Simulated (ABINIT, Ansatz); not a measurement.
# Sr2MgH6 (P-3m1): G0W0 on several meshes in ABINIT

How does the mesh move the gap of Sr2MgH6 (P-3m1)?

Program: ABINIT 10.8.3. Level of theory: PBEsol and many-body steps on it, plane waves. Results are calculated unless marked as measured.

This is a report of a sequence of runs, with most program output left out.

## Step 1: The structure

The structure is trigonal, space group P-3m1 (No. 164). The conventional cell has a = 5.475 Å, b = 5.475 Å, c = 4.188 Å, α = 90.00°, β = 90.00°, γ = 120.00°. Nearest to Sr lie 12 H at 2.56 to 2.74 Å. Mg has 6 H at 1.94 Å nearest. Nearest to H lie 1 Mg at 1.94 Å and 4 Sr at 2.56 to 2.74 Å and 6 H at 2.58 to 2.78 Å. Farther neighbours are not listed.

The cell and positions are those that the Materials Project relaxed with its own functionals (PBE, PBE+U or r2SCAN), kept fixed.

## Step 2: Empty states on the mesh, 3×3×2 mesh, 212 bands

This step: ABINIT 10.8.3; DFT, PBEsol, plane waves, norm-conserving pseudopotentials.

The sums over transitions need many empty states on a uniform mesh; this step solves for them.

run.abi

```
acell 3*1.0 Angstrom
rprim 
  5.475438295790 0.000000000002 0.000000000000
  -2.737719147897 4.741868661007 0.000000000000
  0.000000000000 0.000000000000 4.188467730000
ntypat 3
znucl 38 12 1
natom 9
typat 1 1 2 3 3 3 3 3 3
xred 
  0.666666666667 0.333333333333 0.263532570000
  0.333333333333 0.666666666667 0.736467430000
  0.000000000000 0.000000000000 0.000000000000
  0.823459443333 0.646918886667 0.765248350000
  0.823459443333 0.176540556667 0.765248350000
  0.353081113333 0.176540556667 0.765248350000
  0.176540556667 0.353081113333 0.234751650000
  0.176540556667 0.823459443333 0.234751650000
  0.646918886667 0.823459443333 0.234751650000
pp_dirpath "pseudos"
pseudos "Sr.upf, Mg.upf, H.upf"
ecut 38
ngkpt 3 3 2
nshiftk 1
shiftk 0 0 0
kptopt 1
chksymbreak 0
iscf -2
irdden 1
istwfk *1
nband 212
nbdbuf 18
tolwfr 1e-09
nstep 60
prtvol 0
indata_prefix "in"
outdata_prefix "out"
tmpdata_prefix "tmp"
```

Launch:

```sh
$ OMP_NUM_THREADS=1 mpirun -n 4 abinit run.abi > log
```

Wall time 2.3 min (4 MPI ranks of Arm Neoverse V1, shared host); peak memory 0.52 GiB.

Numbers from this step:

* gap: 2.528 eV
* k of the valence top: 0.3333, 0.3333, 0
* k of the conduction bottom: 0, 0, 0
* least direct gap: 2.945 eV
* k points computed: 6
* lowest point of the top converged band, above the valence top: 70.6386 eV

On this mesh the gap is 2.528 eV.

The density comes from a self-consistent run that is not shown.

## Step 3: Screening, 3×3×2 mesh, 90 bands, screening to 114.3 eV

The RPA dielectric matrix is built and inverted for each q.

This step: RPA screening on PBEsol, plane waves, norm-conserving pseudopotentials.

Edit run.abi of step 2 so:

```diff
@@ -27,10 +27,11 @@
 chksymbreak 0
-iscf -2
-irdden 1
 istwfk *1
-nband 212
-nbdbuf 18
-tolwfr 1e-09
-nstep 60
-prtvol 0
+occopt 1
+irdwfk 1
+optdriver 3
+nband 90
+ecuteps 4.2
+inclvkb 2
+awtr 1
+symchi 1
 indata_prefix "in"
```

The job ended after 27 s (4 MPI ranks; peak memory 1.1 GiB).

This step gave:

* ε∞ with local fields, on this mesh, along the program's q direction: 5.730
* the same without local fields: 6.372
* plasma frequency: 21.36 eV
* plane waves in the screening matrix: 283

Local fields lower ε∞ by 10 %. On a Γ-centred mesh this coarse the value itself is usually too large, while a short band sum pulls it down.

## Step 4: 3×3×2

The self-energy is evaluated for the states that the input lists, and the levels follow from it, in one-shot runs by the linearised quasiparticle equation.

This step: G0W0 on PBEsol, plane waves, norm-conserving pseudopotentials.

Edit run.abi of step 3 so:

```diff
@@ -30,8 +30,17 @@
 irdwfk 1
-optdriver 3
+optdriver 4
 nband 90
+gwcalctyp 0
+ecutsigx 38
+symsigma 1
+nkptgw 2
+kptgw 
+  0.3333333333 0.3333333333 0.0000000000
+  0.0000000000 0.0000000000 0.0000000000
+bdgw 
+  16 20
+  17 21
 ecuteps 4.2
-inclvkb 2
-awtr 1
-symchi 1
+irdscr 1
+ppmodel 1
 indata_prefix "in"
```

Elapsed: 10 s, on 4 MPI ranks; peak memory 0.88 GiB; 41 s of CPU time.

This step gave:

```yaml
g0w0_gap_on_the_points_computed: 4.169 eV
starting_gap_on_the_mesh: 2.528 eV
k_of_the_valence_top: 0.3333, 0.3333, 0
k_of_the_conduction_bottom: 0, 0, 0
z_at_the_valence_top: 0.788
z_at_the_conduction_bottom: 0.825
least_direct_g0w0_gap_on_the_computed_points: 4.562 eV
```

The gap on the mesh goes from 2.53 eV to 4.17 eV, a correction of +1.64 eV.

## Step 5: Empty states on the mesh, 3×3×4 mesh, 98 bands

This step: DFT, PBEsol, plane waves, norm-conserving pseudopotentials.

Edit run.abi of step 4 so:

```diff
@@ -22,3 +22,3 @@
 ecut 38
-ngkpt 3 3 2
+ngkpt 3 3 4
 nshiftk 1
@@ -27,20 +27,10 @@
 chksymbreak 0
+iscf -2
+irdden 1
 istwfk *1
-occopt 1
-irdwfk 1
-optdriver 4
-nband 90
-gwcalctyp 0
-ecutsigx 38
-symsigma 1
-nkptgw 2
-kptgw 
-  0.3333333333 0.3333333333 0.0000000000
-  0.0000000000 0.0000000000 0.0000000000
-bdgw 
-  16 20
-  17 21
-ecuteps 4.2
-irdscr 1
-ppmodel 1
+nband 98
+nbdbuf 8
+tolwfr 1e-09
+nstep 60
+prtvol 0
 indata_prefix "in"
```

Wall time 66 s (4 MPI ranks); peak memory 0.45 GiB; 4.4 min of CPU time.

This step gave:

| Item | Value |
| --- | --- |
| gap | 2.528 eV |
| k of the valence top | 0.3333, 0.3333, 0 |
| k of the conduction bottom | 0, 0, 0 |
| least direct gap | 2.945 eV |
| k points computed | 10 |
| lowest point of the top converged band, above the valence top | 35.84 eV |

On this mesh the gap is 2.528 eV.

## Step 6: Screening, 3×3×4 mesh, 90 bands, screening to 114.3 eV

This step: RPA screening on PBEsol, plane waves, norm-conserving pseudopotentials.

Edit run.abi of step 5 so:

```diff
@@ -27,10 +27,11 @@
 chksymbreak 0
-iscf -2
-irdden 1
 istwfk *1
-nband 98
-nbdbuf 8
-tolwfr 1e-09
-nstep 60
-prtvol 0
+occopt 1
+irdwfk 1
+optdriver 3
+nband 90
+ecuteps 4.2
+inclvkb 2
+awtr 1
+symchi 1
 indata_prefix "in"
```

Elapsed: 67 s, on 4 MPI ranks; peak memory 1.6 GiB; 4.5 min of CPU time.

This step gave:

* ε∞ with local fields, on this mesh, along the program's q direction: 4.836
* the same without local fields: 5.365
* plasma frequency: 21.36 eV
* plane waves in the screening matrix: 283

## Step 7: 3×3×4

This step: G0W0 on PBEsol, plane waves, norm-conserving pseudopotentials.

Edit run.abi of step 6 so:

```diff
@@ -30,8 +30,17 @@
 irdwfk 1
-optdriver 3
+optdriver 4
 nband 90
+gwcalctyp 0
+ecutsigx 38
+symsigma 1
+nkptgw 2
+kptgw 
+  0.3333333333 0.3333333333 0.0000000000
+  0.0000000000 0.0000000000 0.0000000000
+bdgw 
+  16 20
+  17 21
 ecuteps 4.2
-inclvkb 2
-awtr 1
-symchi 1
+irdscr 1
+ppmodel 1
 indata_prefix "in"
```

Elapsed: 15 s, on 4 MPI ranks; peak memory 1.2 GiB.

Numbers from this step:

```yaml
g0w0_gap_on_the_points_computed: 4.245 eV
starting_gap_on_the_mesh: 2.528 eV
k_of_the_valence_top: 0.3333, 0.3333, 0
k_of_the_conduction_bottom: 0, 0, 0
z_at_the_valence_top: 0.789
z_at_the_conduction_bottom: 0.824
least_direct_g0w0_gap_on_the_computed_points: 4.649 eV
```

Against G0W0 in ABINIT (3×3×2 mesh, 90 bands, screening to 114.3 eV, Godby-Needs plasmon pole), the gap moves by +0.076 eV.

## Step 8: The runs together

Times are wall times on 4 MPI ranks of Arm Neoverse V1, shared host, good to a factor of about two. A run's time includes the screening step that it read.

```tsv
run	mesh	bands	screening cutoff (eV)	DFT gap (eV)	gap on the mesh (eV)	direct (eV)	ε∞ used	time
3×3×2	3×3×2	90	114.3	2.528	4.169	4.562	5.73	37 s
3×3×4	3×3×4	90	114.3	2.528	4.245	4.649	4.84	82 s
```

## Step 9: What came out

```yaml
3x3x2: 4.169 eV
3x3x4: 4.245 eV
known_limits: not at the basis limit; no spin-orbit coupling; coarse k mesh
```

In words: 3×3×4: +0.076 eV against 3×3×2. Bands and cutoff are finite, so the gap is not at the basis limit. The miss can reach some tenths of an eV and take either sign; the mesh is an error of its own. In the G0W0 runs levels were corrected at 2 k points alone, so a gap called «on the mesh» is the least over those, and an edge elsewhere would be missed. The 3×3×2 mesh is coarse for this cell, which bears on the long-range parts of exchange and screening. The many-body steps are scalar-relativistic: spin-orbit coupling is not in them.

[Paths, hosts, dates, memory and timing lines, banners, echoed tables and standing remarks are left out of the program output.]

[Logs are printed without paths, hosts, clocks, repeated set-up lines and the standing remarks that a program may print on its own settings, such as how far it seeks lower states.]

[Runs of the session that timed out or met a known fault of the program may be left out.]

[Hosts, paths, dates, database ids (printed as entryN), source tags and the programs' standing remarks are cut or masked in the printed files.]

[G0W0 gaps are taken among the corrected bands and points alone; a level outside them can change the order at an edge.]

[Where Ansatz stands beside ABINIT at settings called matched, ABINIT's density can come from a denser mesh and the files from another edition; pairs whose starting gaps differed by over 0.03 eV were left out, so agreement reads better than it is.]
